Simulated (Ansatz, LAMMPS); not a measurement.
# Elastic response of Ga2O3 with crystalline order left by the classical run (100 atoms)

Aim: relax Ga2O3 with crystalline order left by the classical run (100 atoms), then change its volume and shape to read moduli from the stress.

Calculated with Ansatz 0.2.0; Kohn-Sham DFT, PBE, PAW (set soft_2), plane waves.

## (1) Starting point

The cell holds 100 atoms: 40 Ga and 60 O. Cell: a = 10.014 Å, b = 10.014 Å, c = 10.014 Å, α = 90.0°, β = 90.0°, γ = 90.0°. 100 atoms (40 Fe, 60 O) placed at random at 4.44 g/cm³, melted at 5000 K for 10 ps at fixed volume with the Morse and Coulomb pair potential with partial charges (Pedone, Malavasi, Menziani, Cormack and Segre, J. Phys. Chem. B 110, 11780 (2006)). Quenched from 5000 K to 300 K at 200 K/ps and fixed volume, held 10 ps at zero pressure, then minimised at fixed cell. Then Fe was replaced by Ga and the cell scaled by 1.003 (the potential has no terms for the new elements, so the cell is a start for a DFT relaxation).

What the set-up can't give: The quench rate of 200 K/ps is many orders above laboratory rates, so the cell is likely richer in defects and strain than a real sample. The network of bonds at the start is that of the classical potential that made the cell, and needn't be the one that DFT or experiment would give. Sampling is at Γ alone.

## (2) Single point at the start

The forces at the start show how far the geometry lies from a minimum of this functional.

Contents of input.yaml:

```yaml
crystal:
  lattice:
    - [10.0136, 0.0, 0.0]
    - [0.0, 10.0136, 0.0]
    - [0.0, 0.0, 10.0136]
  atoms:
    - { symbol: Ga, position: [0.88162, 0.74263, 0.86706] }
    - { symbol: Ga, position: [0.45146, 0.55388, 0.45095] }
    - { symbol: Ga, position: [0.65093, 0.11653, 0.50276] }
    - { symbol: Ga, position: [0.20075, 0.70245, 0.94953] }
    - { symbol: Ga, position: [0.03927, 0.99393, 0.88119] }
    - { symbol: Ga, position: [0.06577, 0.82759, 0.17284] }
    - { symbol: Ga, position: [0.93951, 0.35426, 0.36268] }
    - { symbol: Ga, position: [0.81069, 0.84509, 0.31895] }
    - { symbol: Ga, position: [0.92147, 0.47368, 0.83096] }
    - { symbol: Ga, position: [0.41585, 0.27004, 0.694] }
    - { symbol: Ga, position: [0.34637, 0.95298, 0.96258] }
    - { symbol: Ga, position: [0.97268, 0.2104, 0.65009] }
    - { symbol: Ga, position: [0.59984, 0.95716, 0.77431] }
    - { symbol: Ga, position: [0.37726, 0.23954, 0.42028] }
    - { symbol: Ga, position: [0.27426, 0.87, 0.41467] }
    - { symbol: Ga, position: [0.46595, 0.22258, 0.98833] }
    - { symbol: Ga, position: [0.22522, 0.16146, 0.1728] }
    - { symbol: Ga, position: [0.71228, 0.56299, 0.28809] }
    - { symbol: Ga, position: [0.16191, 0.27286, 0.88892] }
    - { symbol: Ga, position: [0.72196, 0.22188, 0.82238] }
    - { symbol: Ga, position: [0.95112, 0.5402, 0.12308] }
    - { symbol: Ga, position: [0.48301, 0.69387, 0.72049] }
    - { symbol: Ga, position: [0.7857, 0.99457, 0.03018] }
    - { symbol: Ga, position: [0.63905, 0.74211, 0.01837] }
    - { symbol: Ga, position: [0.39998, 0.7232, 0.17492] }
    - { symbol: Ga, position: [0.14078, 0.7379, 0.68885] }
    - { symbol: Ga, position: [0.38753, 0.48884, 0.891] }
    - { symbol: Ga, position: [0.53587, 0.99321, 0.20261] }
    - { symbol: Ga, position: [0.17537, 0.41732, 0.60728] }
    - { symbol: Ga, position: [0.90967, 0.24939, 0.07517] }
    - { symbol: Ga, position: [0.65356, 0.47461, 0.99774] }
    - { symbol: Ga, position: [0.69204, 0.39082, 0.54801] }
    - { symbol: Ga, position: [0.65773, 0.27791, 0.25335] }
    - { symbol: Ga, position: [0.01872, 0.63866, 0.41117] }
    - { symbol: Ga, position: [0.23889, 0.47393, 0.18894] }
    - { symbol: Ga, position: [0.84635, 0.92465, 0.60248] }
    - { symbol: Ga, position: [0.04162, 0.08797, 0.3792] }
    - { symbol: Ga, position: [0.54912, 0.84734, 0.48069] }
    - { symbol: Ga, position: [0.2809, 0.01726, 0.68798] }
    - { symbol: Ga, position: [0.75407, 0.65142, 0.57468] }
    - { symbol: O, position: [0.06216, 0.48698, 0.29252] }
    - { symbol: O, position: [0.8232, 0.60199, 0.7359] }
    - { symbol: O, position: [0.1066, 0.59099, 0.57105] }
    - { symbol: O, position: [0.8149, 0.41378, 0.20096] }
    - { symbol: O, position: [0.64803, 0.69867, 0.40256] }
    - { symbol: O, position: [0.65837, 0.80622, 0.64774] }
    - { symbol: O, position: [0.83438, 0.50643, 0.45934] }
    - { symbol: O, position: [0.80665, 0.3171, 0.67934] }
    - { symbol: O, position: [0.40835, 0.72782, 0.5379] }
    - { symbol: O, position: [0.39943, 0.08827, 0.10375] }
    - { symbol: O, position: [0.7087, 0.95557, 0.43268] }
    - { symbol: O, position: [0.95531, 0.87436, 0.01404] }
    - { symbol: O, position: [0.81304, 0.61335, 0.99887] }
    - { symbol: O, position: [0.28835, 0.37815, 0.77066] }
    - { symbol: O, position: [0.29479, 0.17318, 0.57562] }
    - { symbol: O, position: [0.05605, 0.2997, 0.49884] }
    - { symbol: O, position: [0.61238, 0.09363, 0.92509] }
    - { symbol: O, position: [0.33426, 0.5935, 0.03928] }
    - { symbol: O, position: [0.10772, 0.11843, 0.756] }
    - { symbol: O, position: [0.03477, 0.39033, 0.01739] }
    - { symbol: O, position: [0.59729, 0.6124, 0.14752] }
    - { symbol: O, position: [0.89266, 0.76987, 0.49798] }
    - { symbol: O, position: [0.48648, 0.99975, 0.57923] }
    - { symbol: O, position: [0.35113, 0.59347, 0.2982] }
    - { symbol: O, position: [0.13462, 0.11374, 0.01492] }
    - { symbol: O, position: [0.77728, 0.24676, 0.41592] }
    - { symbol: O, position: [0.36655, 0.12268, 0.83527] }
    - { symbol: O, position: [0.72946, 0.06694, 0.68599] }
    - { symbol: O, position: [0.95822, 0.95304, 0.2704] }
    - { symbol: O, position: [0.5907, 0.4291, 0.36893] }
    - { symbol: O, position: [0.95133, 0.87025, 0.74582] }
    - { symbol: O, position: [0.55941, 0.25787, 0.5828] }
    - { symbol: O, position: [0.04867, 0.63924, 0.84544] }
    - { symbol: O, position: [0.94987, 0.06157, 0.53424] }
    - { symbol: O, position: [0.4863, 0.84615, 0.05177] }
    - { symbol: O, position: [0.19754, 0.88768, 0.58443] }
    - { symbol: O, position: [0.13732, 0.76863, 0.34255] }
    - { symbol: O, position: [0.28936, 0.3074, 0.27332] }
    [... 16 atom lines left out ...]
    - { symbol: O, position: [0.09434, 0.64908, 0.09711] }
    - { symbol: O, position: [0.70156, 0.88409, 0.16579] }
    - { symbol: O, position: [0.24248, 0.85411, 0.10263] }
    - { symbol: O, position: [0.88583, 0.12082, 0.9135] }
    - { symbol: O, position: [0.55732, 0.60839, 0.88581] }
    - { symbol: O, position: [0.01681, 0.21842, 0.23694] }
kpoints:
  mp_grid: { grid: [1, 1, 1] }
hamiltonian:
  xc: pbe
scf:
  occupations: { method: fixed }
output:
  forces: true
```

Command:

```bash
$ ansatz run input.yaml --threads 4 --pin off --max-ram 8192MiB --backend cpu --events-out ev --progress --plain --runs-dir out
```

Numbers of over 12 decimals in the logs are rounded to 6 here.

Log:

```text
[...]
Pseudopotentials: kind: paw
Pseudopotential: Ga, paw, valence charge 13, recommended cutoff 420 eV (normal), Ga.paw.azcp
Pseudopotential: O, paw, valence charge 6, recommended cutoff 420 eV (normal), O.paw.azcp
[... 5 lines on functional and potentials left out ...]
Crystal: 100 atoms, lattice volume = 1004.086 Å³
Basis set: ecut = 420 eV, 19549 PW (Γ), exchange–correlation on 144×144×144 points (8 copies of the dense FFT grid, shifted against one another)
Bands: 540, of which v1, the nominal top of the filled ones, is band 440 counted from 1 (439 counted from 0)
Symmetry: 1 space group operations
Space group: P1 (ITA 1), of the structure as read, at distance tolerance 1.0e-4 Å
k-points: 1
[... 5 lines on functional and potentials left out ...]
Initial density: superposition of atomic densities (neutral atoms: chi_scale 0, normalization atom), corrected by the library's trained network
Initial wavefunctions: pseudopotential atomic-orbital guess
[...]
SCF iter   1: F=—  HF=-185380.235816 eV  |F-HF|=—  |Δ(HF+E_count)|=         —  Δρ=2.87e-3  dr2=1.09e-1  ethr=1.77e-3  ⟨swp⟩=5.0  Hψ=1519  notcnv=0  defer=97
preconditioner: auto → Resta (q_TF=auto, 2.669 Å⁻¹)  ε∞=4.9  [insulator: Δε(μ)=1.236 eV  Ē_g=17.591 eV  n_scr=340 (ndim 8)  ℏωp=34.8 eV  f_vac=0.024  ε∞_Penn≈4.9]
[...]
SCF iter   8: F=—  HF=-185380.218577 eV  |F-HF|=—  |Δ(HF+E_count)|=   7.20e-7  Δρ=5.06e-6  dr2=2.57e-7  ethr=2.19e-10  ⟨swp⟩=2.0  Hψ=880  notcnv=0  defer=95
SCF iter   9: F=-185380.218577 eV  HF=-185380.218577 eV  |F-HF|=3.85e-8  |Δ(HF+E_count)|=   1.35e-7  Δρ=2.98e-6  dr2=7.53e-8  ethr=1.14e-11  ⟨swp⟩=4.0  Hψ=1774  notcnv=0
SCF 1 converged in 9 iterations: F = -185380.218577 eV  dr2 = 7.53e-8
[...]
SCF converged after 9 iterations
Free energy (F): -185380.218577 eV
Harris-Foulkes:  -185380.218577 eV  (|F-HF|=3.85e-8)
Internal energy: -185380.218577 eV  (E = F + TS)
E sigma→0 (E₀):  -185380.218577 eV
Fermi energy:    9.522113 eV
--- Per-component energies (eV) ---
[...]
Σ components = -185380.218577   (vs F -185380.218577, Δ=0.00e0)
--- Forces (eV/Å), atoms counted from 1 ---
  atom   1  Ga     0.02119203    -0.13622415    -0.23531850
  atom   2  Ga     0.82247623     0.29211847     0.56686819
  atom   3  Ga    -0.64359437    -0.44073430     0.37947794
  atom   4  Ga    -0.29270850    -0.13492160     0.35447083
[...]
atom 100  O      0.21392868     0.01896487     0.63092835
  max |Σ_I F_I| component: 2.41e-5 eV/Å
```

Wall time 21 s (4 threads of AMD EPYC 7R43, shared host); peak memory 1.7 GiB; 72 s of CPU time.

The column dr2 measures how far the density is from self-consistency, as an energy; F and HF (Harris–Foulkes) agree once it is small.

The r.m.s. force at the start is 0.38 eV/Å.

## (3) Cell and atoms relaxed

The cell is relaxed with the atoms, since the starting lattice needn't suit this functional.

Contents of input.yaml:

```yaml
crystal:
  lattice:
    - [10.0136, 0.0, 0.0]
    - [0.0, 10.0136, 0.0]
    - [0.0, 0.0, 10.0136]
  atoms:
    [... the 100 atom lines of step 2 ...]
kpoints:
  mp_grid: { grid: [1, 1, 1] }
hamiltonian:
  xc: pbe
scf:
  occupations: { method: fixed }
output:
  forces: true
relax:
  f_tol: 0.05
  max_steps: 150
  cell: {}
```

Log:

```text
[...]
Crystal: 100 atoms, lattice volume = 1004.086 Å³
Basis set: ecut = 420 eV, 19549 PW (Γ), exchange–correlation on 144×144×144 points (8 copies of the dense FFT grid, shifted against one another)
Bands: 540, of which v1, the nominal top of the filled ones, is band 440 counted from 1 (439 counted from 0)
Symmetry: 1 space group operations
[...]
k-points: 1
[...]
SCF iter   1: F=—  HF=-185380.235815 eV  |F-HF|=—  |Δ(HF+E_count)|=         —  Δρ=2.87e-3  dr2=1.09e-1  ethr=1.77e-3  ⟨swp⟩=5.0  Hψ=1519  notcnv=0  defer=97
[...]
SCF iter   8: F=—  HF=-185380.218577 eV  |F-HF|=—  |Δ(HF+E_count)|=   7.19e-7  Δρ=5.06e-6  dr2=2.57e-7  ethr=2.19e-10  ⟨swp⟩=2.0  Hψ=880  notcnv=0  defer=95
SCF iter   9: F=-185380.218577 eV  HF=-185380.218577 eV  |F-HF|=3.83e-8  |Δ(HF+E_count)|=   1.35e-7  Δρ=2.98e-6  dr2=7.51e-8  ethr=1.14e-11  ⟨swp⟩=4.0  Hψ=1774  notcnv=0
SCF 1 converged in 9 iterations: F = -185380.218577 eV  dr2 = 7.51e-8
[...]
relax step   1: F+E_penalty+E_count = -185380.21857711 eV  Δ(F+E_penalty+E_count) = +0.000e0 eV  max|allowed force component| = 1.140e0 eV/Å  Δτ_max = 0.0000 Å  P = +5.436 GPa  Ω = 1004.086 Å³  (9 SCF iters, dr2 threshold 1.00e-7 eV, accepted)
[... from here on, the SCF cycles and remarks between the steps are left out ...]
relax step   2: F+E_penalty+E_count = -185382.01704223 eV  Δ(F+E_penalty+E_count) = -1.798e0 eV  max|allowed force component| = 8.935e-1 eV/Å  Δτ_max = 0.1047 Å  P = +1.679 GPa  Ω = 1026.960 Å³  energy of the carried Pulay correction = -1.211e-1 eV  (8 SCF iters, dr2 threshold 1.00e-5 eV, accepted)
relax step   3: F+E_penalty+E_count = -185383.17146884 eV  Δ(F+E_penalty+E_count) = -1.154e0 eV  max|allowed force component| = 5.790e-1 eV/Å  Δτ_max = 0.1547 Å  P = -1.291 GPa  Ω = 1050.355 Å³  energy of the carried Pulay correction = -2.423e-1 eV  (8 SCF iters, dr2 threshold 1.00e-5 eV, accepted)
relax step   4: F+E_penalty+E_count = -185384.77418042 eV  Δ(F+E_penalty+E_count) = -1.603e0 eV  max|allowed force component| = 3.095e-1 eV/Å  Δτ_max = 0.2000 Å  P = -0.232 GPa  Ω = 1058.840 Å³  energy of the carried Pulay correction = -2.855e-1 eV  (8 SCF iters, dr2 threshold 1.00e-5 eV, accepted)
relax step   5: F+E_penalty+E_count = -185385.55692794 eV  Δ(F+E_penalty+E_count) = -7.827e-1 eV  max|allowed force component| = 3.806e-1 eV/Å  Δτ_max = 0.2000 Å  P = +0.011 GPa  Ω = 1069.900 Å³  energy of the carried Pulay correction = -3.414e-1 eV  (8 SCF iters, dr2 threshold 5.99e-6 eV, accepted)
relax step   6: F+E_penalty+E_count = -185385.99112128 eV  Δ(F+E_penalty+E_count) = -4.342e-1 eV  max|allowed force component| = 2.054e-1 eV/Å  Δτ_max = 0.2000 Å  P = -0.046 GPa  Ω = 1076.728 Å³  energy of the carried Pulay correction = -3.755e-1 eV  (8 SCF iters, dr2 threshold 9.05e-6 eV, accepted)
relax step   7: F+E_penalty+E_count = -185386.30451566 eV  Δ(F+E_penalty+E_count) = -3.134e-1 eV  max|allowed force component| = 2.447e-1 eV/Å  Δτ_max = 0.2000 Å  P = -0.102 GPa  Ω = 1079.800 Å³  energy of the carried Pulay correction = -3.909e-1 eV  (8 SCF iters, dr2 threshold 2.64e-6 eV, accepted)
relax step   8: F+E_penalty+E_count = -185386.46587271 eV  Δ(F+E_penalty+E_count) = -1.614e-1 eV  max|allowed force component| = 1.073e0 eV/Å  Δτ_max = 0.1938 Å  P = +0.284 GPa  Ω = 1081.449 Å³  energy of the carried Pulay correction = -3.991e-1 eV  (8 SCF iters, dr2 threshold 3.74e-6 eV, accepted)
relax step   9: F+E_penalty+E_count = -185386.90327303 eV  Δ(F+E_penalty+E_count) = -4.374e-1 eV  max|allowed force component| = 2.528e-1 eV/Å  Δτ_max = 0.2000 Å  P = +0.045 GPa  Ω = 1083.688 Å³  energy of the carried Pulay correction = -4.102e-1 eV  (8 SCF iters, dr2 threshold 1.00e-5 eV, accepted)
relax step  10: F+E_penalty+E_count = -185387.08587228 eV  Δ(F+E_penalty+E_count) = -1.826e-1 eV  max|allowed force component| = 1.965e-1 eV/Å  Δτ_max = 0.2000 Å  P = +0.030 GPa  Ω = 1085.189 Å³  energy of the carried Pulay correction = -4.176e-1 eV  (8 SCF iters, dr2 threshold 3.99e-6 eV, accepted)
relax step  11: F+E_penalty+E_count = -185387.22488631 eV  Δ(F+E_penalty+E_count) = -1.390e-1 eV  max|allowed force component| = 1.403e-1 eV/Å  Δτ_max = 0.2000 Å  P = +0.112 GPa  Ω = 1087.545 Å³  energy of the carried Pulay correction = -4.292e-1 eV  (8 SCF iters, dr2 threshold 2.41e-6 eV, accepted)
relax step  12: F+E_penalty+E_count = -185387.24975735 eV  Δ(F+E_penalty+E_count) = -2.487e-2 eV  max|allowed force component| = 3.696e-1 eV/Å  Δτ_max = 0.1951 Å  P = -0.317 GPa  Ω = 1093.922 Å³  energy of the carried Pulay correction = -4.606e-1 eV  (9 SCF iters, dr2 threshold 1.23e-6 eV, accepted)
relax step  13: F+E_penalty+E_count = -185387.32018636 eV  Δ(F+E_penalty+E_count) = -7.043e-2 eV  max|allowed force component| = 1.223e-1 eV/Å  Δτ_max = 0.2000 Å  P = +0.044 GPa  Ω = 1098.223 Å³  energy of the carried Pulay correction = -4.817e-1 eV  (8 SCF iters, dr2 threshold 8.54e-6 eV, accepted)
relax step  14: F+E_penalty+E_count = -185387.33398465 eV  Δ(F+E_penalty+E_count) = -1.380e-2 eV  max|allowed force component| = 9.279e-2 eV/Å  Δτ_max = 0.2000 Å  P = -0.060 GPa  Ω = 1103.546 Å³  energy of the carried Pulay correction = -5.077e-1 eV  (9 SCF iters, dr2 threshold 9.35e-7 eV, accepted)
relax step  15: F+E_penalty+E_count = -185387.33987006 eV  Δ(F+E_penalty+E_count) = -5.885e-3 eV  max|allowed force component| = 1.267e-1 eV/Å  Δτ_max = 0.1775 Å  P = +0.049 GPa  Ω = 1109.806 Å³  energy of the carried Pulay correction = -5.380e-1 eV  (10 SCF iters, dr2 threshold 5.38e-7 eV, accepted)
relax step  16: F+E_penalty+E_count = -185387.28771424 eV  Δ(F+E_penalty+E_count) = +5.216e-2 eV  max|allowed force component| = 2.085e-1 eV/Å  Δτ_max = 0.1067 Å  P = -0.091 GPa  Ω = 1114.884 Å³  energy of the carried Pulay correction = -5.625e-1 eV  (8 SCF iters, dr2 threshold 1.00e-6 eV, rejected (line search))
relax step  17: F+E_penalty+E_count = -185387.34160976 eV  Δ(F+E_penalty+E_count) = -1.740e-3 eV  max|allowed force component| = 2.972e-2 eV/Å  Δτ_max = 0.0534 Å  P = +0.000 GPa  Ω = 1111.958 Å³  energy of the carried Pulay correction = -5.484e-1 eV  (12 SCF iters, accepted)
relax step  18: F+E_penalty+E_count = -185388.44528385 eV  Δ(F+E_penalty+E_count) = -1.104e0 eV  max|allowed force component| = 2.912e-2 eV/Å  Δτ_max = 0.0000 Å  P = +1.369 GPa  Ω = 1111.958 Å³  stress off target by 1.93e0 GPa  SCF on the basis re-selected at this cell (its energy is not comparable with the rows above)  (10 SCF iters)
relax step  19: F+E_penalty+E_count = -185388.49685507 eV  Δ(F+E_penalty+E_count) = -5.157e-2 eV  max|allowed force component| = 6.953e-2 eV/Å  Δτ_max = 0.1000 Å  P = +0.429 GPa  Ω = 1125.661 Å³  energy of the carried Pulay correction = -6.688e-2 eV  (8 SCF iters, dr2 threshold 9.34e-6 eV, accepted)
relax step  20: F+E_penalty+E_count = -185388.51264193 eV  Δ(F+E_penalty+E_count) = -1.579e-2 eV  max|allowed force component| = 1.606e-1 eV/Å  Δτ_max = 0.1500 Å  P = -0.023 GPa  Ω = 1136.105 Å³  energy of the carried Pulay correction = -1.219e-1 eV  (9 SCF iters, dr2 threshold 1.11e-6 eV, accepted)
relax step  21: F+E_penalty+E_count = -185388.53642795 eV  Δ(F+E_penalty+E_count) = -2.379e-2 eV  max|allowed force component| = 4.143e-1 eV/Å  Δτ_max = 0.1941 Å  P = -0.521 GPa  Ω = 1145.208 Å³  energy of the carried Pulay correction = -1.728e-1 eV  (9 SCF iters, dr2 threshold 1.61e-6 eV, accepted)
relax step  22: F+E_penalty+E_count = -185388.66190775 eV  Δ(F+E_penalty+E_count) = -1.255e-1 eV  max|allowed force component| = 5.077e-1 eV/Å  Δτ_max = 0.1915 Å  P = -0.219 GPa  Ω = 1146.252 Å³  energy of the carried Pulay correction = -1.792e-1 eV  (7 SCF iters, dr2 threshold 1.00e-5 eV, accepted)
relax step  23: F+E_penalty+E_count = -185388.89442762 eV  Δ(F+E_penalty+E_count) = -2.325e-1 eV  max|allowed force component| = 3.435e-1 eV/Å  Δτ_max = 0.1945 Å  P = +0.034 GPa  Ω = 1145.414 Å³  energy of the carried Pulay correction = -1.746e-1 eV  (7 SCF iters, dr2 threshold 1.00e-5 eV, accepted)
relax step  24: F+E_penalty+E_count = -185389.27298941 eV  Δ(F+E_penalty+E_count) = -3.786e-1 eV  max|allowed force component| = 1.373e-1 eV/Å  Δτ_max = 0.2000 Å  P = -0.054 GPa  Ω = 1138.733 Å³  energy of the carried Pulay correction = -1.369e-1 eV  (8 SCF iters, dr2 threshold 7.38e-6 eV, accepted)
relax step  25: F+E_penalty+E_count = -185389.30454504 eV  Δ(F+E_penalty+E_count) = -3.156e-2 eV  max|allowed force component| = 6.659e-2 eV/Å  Δτ_max = 0.0757 Å  P = +0.030 GPa  Ω = 1137.723 Å³  energy of the carried Pulay correction = -1.314e-1 eV  (8 SCF iters, dr2 threshold 1.18e-6 eV, accepted)
relax step  26: F+E_penalty+E_count = -185389.30851861 eV  Δ(F+E_penalty+E_count) = -3.974e-3 eV  max|allowed force component| = 2.445e-2 eV/Å  Δτ_max = 0.0222 Å  P = -0.009 GPa  Ω = 1137.807 Å³  energy of the carried Pulay correction = -1.318e-1 eV  (7 SCF iters, dr2 threshold 2.77e-7 eV, accepted)
relax step  27: F+E_penalty+E_count = -185389.46796677 eV  Δ(F+E_penalty+E_count) = -1.594e-1 eV  max|allowed force component| = 2.505e-2 eV/Å  Δτ_max = 0.0000 Å  P = +0.055 GPa  Ω = 1137.807 Å³  stress off target by 2.03e-1 GPa  SCF on the basis re-selected at this cell (its energy is not comparable with the rows above)  (8 SCF iters)
relax step  28: F+E_penalty+E_count = -185389.46557573 eV  Δ(F+E_penalty+E_count) = +2.391e-3 eV  max|allowed force component| = 1.521e-2 eV/Å  Δτ_max = 0.0147 Å  P = -0.018 GPa  Ω = 1138.812 Å³  energy of the carried Pulay correction = -4.837e-3 eV  (8 SCF iters, dr2 threshold 1.03e-7 eV, accepted)
relax step  29: F+E_penalty+E_count = -185389.46702659 eV  Δ(F+E_penalty+E_count) = -1.451e-3 eV  max|allowed force component| = 1.524e-2 eV/Å  Δτ_max = 0.0000 Å  P = -0.017 GPa  Ω = 1138.812 Å³  stress off target by 3.42e-2 GPa  SCF on the basis re-selected at this cell (its energy is not comparable with the rows above)  (5 SCF iters)
[...]
SCF converged after 5 iterations
Free energy (F): -185389.467027 eV
[...]
Internal energy: -185389.467027 eV  (E = F + TS)
E sigma→0 (E₀):  -185389.467027 eV
Fermi energy:    7.517883 eV
[...]
Σ components = -185389.467027   (vs F -185389.467027, Δ=0.00e0)
--- Forces (eV/Å), atoms counted from 1 ---
  atom   1  Ga     0.01251952     0.00393695     0.00696616
  atom   2  Ga    -0.00193329    -0.00370329    -0.00600402
  atom   3  Ga    -0.00114926     0.00523529     0.00792519
  atom   4  Ga     0.00628333    -0.00719075    -0.00944190
[...]
atom 100  O      0.00634744    -0.00082135    -0.00231268
  max |Σ_I F_I| component: 1.52e-5 eV/Å
--- Stress (GPa, compression-positive) ---
       -0.025391       0.006427       0.011272
        0.006427      -0.010994      -0.002047
        0.011272      -0.002047      -0.014056
  P = ⅓ Tr σ = -0.0168 GPa (-0.168 kbar)
--- Relaxed structure (26 steps of the walk, 25 accepted, 3 SCFs on fresh bases) ---
  F+E_penalty+E_count = -185389.46702659 eV   max|allowed force component| = 1.524e-2 eV/Å   (the final SCF, on the basis selected at the relaxed cell)
  cell:  # Å, volume = 1138.8124 Å³
    - [10.697146, 0.223139, 0.225899]
    - [0.223139, 10.268558, -0.371186]
    - [0.225899, -0.371186, 10.390757]
  atoms:
    - { symbol: Ga, position: [0.914568, 0.762262, 0.860448] }
    - { symbol: Ga, position: [0.485912, 0.514581, 0.478760] }
    - { symbol: Ga, position: [0.636819, 0.071868, 0.521225] }
    - { symbol: Ga, position: [0.205139, 0.675223, 0.990499] }
[...]
- { symbol: O, position: [-0.00158914, 0.244561, 0.285953] }
```

It took 11 min on 4 threads; peak memory 1.8 GiB; 41 min of CPU time.

The relaxation converged after 26 steps, with a largest force component of 0.015 eV/Å.

(Continued in part 2 of 3.)

[Logs are printed without paths, hosts, clocks, repeated set-up lines and the standing remarks that a program may print on its own settings, such as how far it seeks lower states.]

[Hosts, paths, dates, database ids (printed as entryN), source tags and the programs' standing remarks are cut or masked in the printed files.]
